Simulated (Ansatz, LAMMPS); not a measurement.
# Structural relaxation of amorphous poly(vinyl fluoride) (as short chains C22F10H36), from a frame at 300 K (136 atoms)

Aim: bring amorphous poly(vinyl fluoride) (as short chains C22F10H36), from a frame at 300 K (136 atoms) to a nearby minimum of the energy and see what moves.

Method: Kohn-Sham DFT, PBE+D3(BJ), PAW (set soft_2), plane waves, in Ansatz 0.2.0.

### Step 1. The structure

The cell holds 136 atoms: 44 C, 20 F and 72 H. Cell: a = 10.781 Å, b = 10.781 Å, c = 10.781 Å, α = 90.0°, β = 90.0°, γ = 90.0°. 2 poly(vinyl fluoride) chains of 10 units with methyl end groups placed at random, at 1.3 g/cm³; overlaps pushed apart, then 20 ps at 800 K with MMFF94 bonds, angles, torsions, charges and radii (Halgren, J. Comput. Chem. 17, 490 (1996)) in harmonic and 12-6 forms. Snapshot after 30 ps at 300 K and fixed volume.

What the set-up can't give: The network of contacts between molecules at the start is that of the classical potential that made the cell. The density was typed from a rule of thumb and may lie off the real one at this temperature. Sampling is at Γ alone, for a cell whose shortest periodic width is 11 Å.

### Step 2. Making the structure

A classical potential makes the cell, at a small fraction of what the same run would cost in DFT.

This step: classical MD, MMFF94 bonds, angles, torsions, charges and radii (Halgren, J. Comput. Chem. 17, 490 (1996)) in harmonic and 12-6 forms; charges of ions scaled by 0.8 (LAMMPS 22 Jul 2025 - Update 4).

The input, in.lmp:

```
# amorphous poly(vinyl fluoride)
units real
atom_style full
boundary p p p
bond_style harmonic
angle_style harmonic
dihedral_style opls
improper_style harmonic
special_bonds lj 0 0 0.5 coul 0 0 0.75
read_data data.lmp
neigh_modify delay 0 every 1 check yes one 4000
comm_modify cutoff 12.0
timestep 0.5
thermo_style custom step time temp pe press density
thermo_modify norm yes
# push overlapping molecules apart
pair_style soft 2.6
pair_coeff * * 0.0
variable a equal ramp(1,60)
fix ad all adapt 1 pair soft a * * v_a
velocity all create 800 455458 mom yes dist gaussian
fix lim all nve/limit 0.03
fix lan all langevin 800 800 50 455459 zero yes
thermo 1000
run 3000 post no
unfix ad
pair_style lj/cut/coul/long 9.0
pair_modify mix arithmetic tail yes
pair_coeff 1 1 0.0678 3.3680   # C
pair_coeff 2 2 0.0801 2.5590   # F
pair_coeff 3 3 0.0216 2.5400   # H
kspace_style pppm 1.0e-4
thermo 100
minimize 1e-5 1e-3 300 3000
# [... 15 lines left out ...]
compute msd all msd com yes
thermo 7500
fix md all nvt temp 300 300 100
run 30000 post no
print "== T300: mean square displacement over the hold $(c_msd[4]:%.2f) A^2"
unfix md
uncompute msd
write_dump all custom T300.dump id type xs ys zs modify sort id
```

Launch:

```
$ lmp -in in.lmp -log none -nocite
```

Numbers of over 12 decimals in the logs are rounded to 6 here.

Log:

```text
LAMMPS (22 Jul 2025 - Update 4)
Reading data file ...
  orthogonal box = (0 0 0) to (10.78108 10.78108 10.78108)
  136 atoms
  orthogonal box = (0 0 0) to (10.78108 10.78108 10.78108)
  134 bonds
  264 angles
  378 dihedrals
   Step          Time           Temp          PotEng         Press         Density
         0   0              800            0.92698131     88.073824      1.3000009
      1000   500            589.84872      3.5186115      61390.807      1.3000009
      2000   1000           617.17247      3.8231998      68326.248      1.3000009
      3000   1500           712.16021      3.9846782      64734.346      1.3000009
[... 34 lines left out ...]
   Step          Time           Temp          PotEng         Press         Density
[... 4 lines left out ...]
Loop time of 9.40872 s on 1 MPI rank(s) for 20000 steps with 136 atoms
   Step          Time           Temp          PotEng         Press         Density
[... 2 lines left out ...]
     52500   51500          324.41431     -0.35477376    -6055.4344      1.3000009
     60000   59000          267.95669     -0.35817222     3416.3419      1.3000009
     67500   66500          326.66749     -0.38732823     12338.383      1.3000009
     72000   71000          318.32091     -0.38746863     4267.7056      1.3000009
Loop time of 13.5097 s on 1 MPI rank(s) for 30000 steps with 136 atoms
== T300: mean square displacement over the hold 2.10 A^2
```

Elapsed: 34 s, on 1 thread of Intel Xeon 6975P-C (Granite Rapids), shared host; peak memory 0.12 GiB.

The input also reads data.lmp (atoms, bonds and types; not printed here).

### Step 3. Single point at the start

The forces at the start show how far the geometry lies from a minimum of this functional.

The input, input.yaml:

```yaml
crystal:
  lattice:
    - [10.78108, 0.0, 0.0]
    - [0.0, 10.78108, 0.0]
    - [0.0, 0.0, 10.78108]
  atoms:
    - { symbol: C, position: [0.46198, 0.32361, 0.19552] }
    - { symbol: C, position: [0.35268, 0.25883, 0.1339] }
    - { symbol: C, position: [0.23621, 0.33557, 0.15704] }
    - { symbol: F, position: [0.25131, 0.44856, 0.10688] }
    - { symbol: C, position: [0.20686, 0.36368, 0.29096] }
    - { symbol: C, position: [0.18022, 0.24158, 0.35084] }
    - { symbol: F, position: [0.29042, 0.20318, 0.38881] }
    - { symbol: C, position: [0.09487, 0.25295, 0.46524] }
    - { symbol: C, position: [0.95598, 0.27921, 0.44236] }
    - { symbol: F, position: [0.9078, 0.25832, 0.55137] }
    - { symbol: C, position: [0.90168, 0.18114, 0.35661] }
    - { symbol: C, position: [0.76641, 0.2056, 0.33118] }
    - { symbol: F, position: [0.75283, 0.29008, 0.23741] }
    - { symbol: C, position: [0.70312, 0.08682, 0.3003] }
    - { symbol: C, position: [0.74416, 0.05458, 0.16362] }
    - { symbol: F, position: [0.86836, 0.03209, 0.14792] }
    - { symbol: C, position: [0.67021, 0.94182, 0.11412] }
    - { symbol: C, position: [0.69239, 0.91178, 0.98231] }
    - { symbol: F, position: [0.81775, 0.88777, 0.96075] }
    - { symbol: C, position: [0.64032, 0.01105, 0.89549] }
    - { symbol: C, position: [0.65874, 0.96836, 0.76537] }
    - { symbol: F, position: [0.5515, 0.89803, 0.75519] }
    - { symbol: C, position: [0.65158, 0.06302, 0.66632] }
    - { symbol: C, position: [0.52793, 0.12122, 0.65773] }
    - { symbol: F, position: [0.5168, 0.15027, 0.54012] }
    - { symbol: C, position: [0.50452, 0.23821, 0.73211] }
    - { symbol: C, position: [0.37288, 0.28749, 0.71633] }
    - { symbol: F, position: [0.2943, 0.1919, 0.74488] }
    - { symbol: C, position: [0.33976, 0.39672, 0.80097] }
    - { symbol: C, position: [0.44334, 0.48846, 0.82785] }
    - { symbol: F, position: [0.52932, 0.43473, 0.90244] }
    - { symbol: C, position: [0.40348, 0.60185, 0.89916] }
    [... 98 atom lines left out ...]
    - { symbol: H, position: [0.42076, 0.65708, 0.35035] }
    - { symbol: H, position: [0.58177, 0.67424, 0.34199] }
    - { symbol: H, position: [0.4319, 0.76463, 0.57355] }
    - { symbol: H, position: [0.48145, 0.90252, 0.32923] }
    - { symbol: H, position: [0.41915, 0.9633, 0.45417] }
    - { symbol: H, position: [0.34503, 0.83373, 0.37002] }
kpoints:
  mp_grid: { grid: [1, 1, 1] }
hamiltonian:
  xc: pbe
  dispersion: d3bj
scf:
  occupations: { method: fermi_dirac, width: 0.025 }
output:
  forces: true
  stress: true
  populations: true
  dos:
    method: { smearing: { sigma: 0.08 } }
    de: 0.1
    projected: { site_lists: { C: [C], F: [F], H: [H] } }
  eigenvalues: true
```

Launch:

```
$ ansatz run input.yaml --threads 4 --pin off --max-ram 8192MiB --backend cpu --events-out ev --progress --plain --runs-dir out
```

Log:

```text
Engine: ansatz 0.2.0, x86_64-unknown-linux-gnu
Pseudopotentials: kind: paw
Pseudopotential: C, paw, valence charge 4, recommended cutoff 420 eV (normal), C.paw.azcp
Pseudopotential: F, paw, valence charge 7, recommended cutoff 420 eV (normal), F.paw.azcp
Pseudopotential: H, paw, valence charge 1, recommended cutoff 420 eV (normal), H.paw.azcp
[... 5 lines on functional and potentials left out ...]
Crystal: 136 atoms, lattice volume = 1253.103 Å³
Basis set: ecut = 420 eV, 24405 PW (Γ), exchange–correlation on 150×150×150 points (8 copies of the dense FFT grid, shifted against one another)
Bands: 330, of which v1, the nominal top of the filled ones, is band 194 counted from 1 (193 counted from 0)
Symmetry: 1 space group operations
Space group: P1 (ITA 1), of the structure as read, at distance tolerance 1.1e-4 Å
k-points: 1
[... 7 lines on functional and potentials left out ...]
Initial density: superposition of atomic densities (neutral atoms: chi_scale 0, normalization atom), corrected by the library's trained network
Initial wavefunctions: pseudopotential atomic-orbital guess
Functional: x = pbe(κ = 0.804, μ = 0.219515), c = pbe(β = 0.066725)
SCF iter   1: F=—  HF=-28357.313091 eV  |F-HF|=—  |Δ(HF+E_count)|=         —  Δρ=5.04e-3  dr2=4.06e-1  ethr=1.77e-3  ⟨swp⟩=6.0  Hψ=1471  notcnv=0  defer=23
preconditioner: auto → Resta (q_TF=auto, 2.244 Å⁻¹)  ε∞=2.6  [insulator: Δε(μ)=6.194 eV  Ē_g=15.671 eV  σ=0.025 eV  W_gap=1.00  n_scr=250 (ndim 8)  ℏωp=19.6 eV  f_vac=0.235  D(μ)=0.00/eV (n_scr^D=0)  ε∞_Penn≈2.6]
SCF iter   2: F=—  HF=-28357.250278 eV  |F-HF|=—  |Δ(HF+E_count)|=   6.28e-2  Δρ=2.40e-3  dr2=9.23e-2  ethr=1.05e-4  ⟨swp⟩=3.0  Hψ=578  notcnv=0  defer=132
SCF iter   3: F=—  HF=-28357.247999 eV  |F-HF|=—  |Δ(HF+E_count)|=   2.28e-3  Δρ=1.13e-3  dr2=2.03e-2  ethr=2.38e-5  ⟨swp⟩=2.0  Hψ=393  notcnv=0  defer=132
SCF iter   4: F=—  HF=-28357.246393 eV  |F-HF|=—  |Δ(HF+E_count)|=   1.61e-3  Δρ=4.22e-4  dr2=2.54e-3  ethr=5.24e-6  ⟨swp⟩=2.0  Hψ=392  notcnv=0  defer=132
SCF iter   5: F=—  HF=-28357.246307 eV  |F-HF|=—  |Δ(HF+E_count)|=   8.69e-5  Δρ=1.52e-4  dr2=2.89e-4  ethr=6.55e-7  ⟨swp⟩=2.0  Hψ=392  notcnv=0  defer=132
SCF iter   6: F=—  HF=-28357.246313 eV  |F-HF|=—  |Δ(HF+E_count)|=   6.06e-6  Δρ=5.12e-5  dr2=2.77e-5  ethr=7.44e-8  ⟨swp⟩=2.0  Hψ=390  notcnv=0  defer=132
SCF iter   7: F=—  HF=-28357.244402 eV  |F-HF|=—  |Δ(HF+E_count)|=   1.91e-3  Δρ=2.70e-5  dr2=6.15e-6  ethr=7.13e-9  ⟨swp⟩=2.0  Hψ=523  notcnv=0  defer=132
SCF iter   8: F=—  HF=-28357.244401 eV  |F-HF|=—  |Δ(HF+E_count)|=   3.20e-7  Δρ=7.18e-6  dr2=5.18e-7  ethr=1.59e-9  ⟨swp⟩=2.0  Hψ=392  notcnv=0  defer=132
SCF iter   9: F=-28357.244401 eV  HF=-28357.244401 eV  |F-HF|=5.94e-9  |Δ(HF+E_count)|=   1.48e-7  Δρ=2.17e-6  dr2=5.53e-8  ethr=2.58e-11  ⟨swp⟩=15.0  Hψ=2034  notcnv=0
SCF 1 converged in 9 iterations: F = -28357.244401 eV  dr2 = 5.53e-8
  greatest PAW one-centre occupation: 0.932 electrons in one spin orbital (limit 2), on the F atom at site 24 (counted from 0), in its partial waves of l = 0
SCF converged after 9 iterations
Free energy (F): -28357.244401 eV
Harris-Foulkes:  -28357.244401 eV  (|F-HF|=5.94e-9)
Internal energy: -28357.244401 eV  (E = F + TS)
E sigma→0 (E₀):  -28357.244401 eV
Fermi energy:    2.129332 eV
--- Per-component energies (eV) ---
  E_band       = -3101.126789
  E_kinetic    = 9204.175806
  E_local      = -32440.959549  (includes V_loc(G=0)·N_el)
  E_nonlocal   = 2789.088230
  E_hartree    = 12271.146754
  E_xc         = -4373.348230
  E_vxc        = -5519.100925  (∫ρ·V_xc dr)
  E_paw        = -8426.972060  (= ΣΔE_a)
  E_vpaw       = -1676.559857  (= ΣTr[D̂ρ^β])
  E_aug_tail   = -0.059197  (compensation charges beyond the density's cutoff)
  E_ewald      = -7373.478104
  E_disp       = -6.838052  (pairwise vdW)
  E_smearing   = -0.000000  (= −TS)
  E_closure    = -0.000000  (closes the sum)
  Σ components = -28357.244401   (vs F -28357.244401, Δ=0.00e0)
--- Forces (eV/Å), atoms counted from 1 ---
  atom   1  C      0.93181045    -1.13616257    -0.29606660
  atom   2  C      1.01872563    -0.11607339     1.09548250
  atom   3  C      1.30556156    -0.90469695     1.75906809
  atom   4  F      0.28221059     2.28262696    -2.12057567
  atom   5  C     -0.20191939     0.06546273    -0.05888966
  atom   6  C     -3.06131066     1.60035102     1.10178325
  atom   7  F      3.04123838    -2.10793324     1.37513644
  atom   8  C      0.05264852     0.26124582    -0.84542253
  atom   9  C      3.20370193    -2.51491091    -3.06631825
  atom  10  F     -2.56554059     0.46925707     4.09733031
  atom  11  C      0.44669960     0.97005609     0.24770726
  atom  12  C      0.87762411    -1.04414626     2.58183443
  atom  13  F     -0.09310516     1.08129051    -0.50305262
  atom  14  C      0.84820133    -1.14820869    -0.43292159
[...]
atom 135  H     -0.73735538     0.19495864     0.62281276
  atom 136  H     -0.74701118     0.28292384     0.22417257
  max |Σ_I F_I| component: 2.87e-4 eV/Å
--- Stress (GPa, compression-positive) ---
        4.935329       0.485515       0.269832
        0.485514       6.425409      -1.561924
        0.269831      -1.561925       5.234529
  P = ⅓ Tr σ = 5.5318 GPa (55.318 kbar)
--- Band table (eV) ---
  k-point 0: bands = ["-25.1297", "-25.1019", "-25.0595", "-24.9394", [... 314 levels ...], "12.3665", "12.4059", "12.4173", "12.4889", "12.5535", "12.5608", "12.6288", "12.7144", "12.7250", "12.7823", "12.8288", "12.8469"]
--- Löwdin populations: 136 sites ---
  site symbol       q [e]
     0      C      4.4535
     1      C      4.2816
     2      C      3.8002
[...]
135      H      0.8013
  spilling = 0.010710 (of n_electrons = 388.000000)
```

Elapsed: 7 s, on 4 threads of Intel Xeon 6975P-C (Granite Rapids), shared host; peak memory 1.5 GiB; 25 s of CPU time.

Reading the cycles: dr2 is the Hartree energy of the density residual (eV), the measure of convergence; HF is the Harris–Foulkes estimate of the energy, which meets the free energy F at convergence.

The run gave:

```yaml
free_energy: -28357.2444 eV
free_energy_per_atom: -208.5092 eV/atom
scf_cycles: 9
pressure: 5.532 GPa
r_m_s_force_component: 1.039 eV/Å
longest_force: 5.098 eV/Å
fermi_energy: 2.129 eV
spacing_of_highest_filled_and_lowest_empty_level: 5.91 eV
spilling_of_the_projection: 0.01071
```

The r.m.s. force component of 1.0 eV/Å and the pressure of 5.5 GPa set the starting point.

Length of the force by element:

| element | coordination | atoms | mean length of the force (eV/Å) | spread | least | most |
| --- | --- | --- | --- | --- | --- | --- |
| C | all | 44 | 1.86 | 1.04 | 0.220 | 5.10 |
| F | all | 20 | 2.25 | 1.32 | 0.426 | 4.86 |
| H | all | 72 | 1.06 | 0.569 | 0.188 | 2.92 |

(Continued in part 2 of 3.)

[Logs are printed without paths, hosts, clocks, repeated set-up lines and the standing remarks that a program may print on its own settings, such as how far it seeks lower states.]

[Hosts, paths, dates, database ids (printed as entryN), source tags and the programs' standing remarks are cut or masked in the printed files.]

[The MMFF94 radii named for the starting cell were scaled by 0.96; in molecules described by MMFF94, hydrogen bound to N, O or S took a small fixed 12-6 site in their place.]
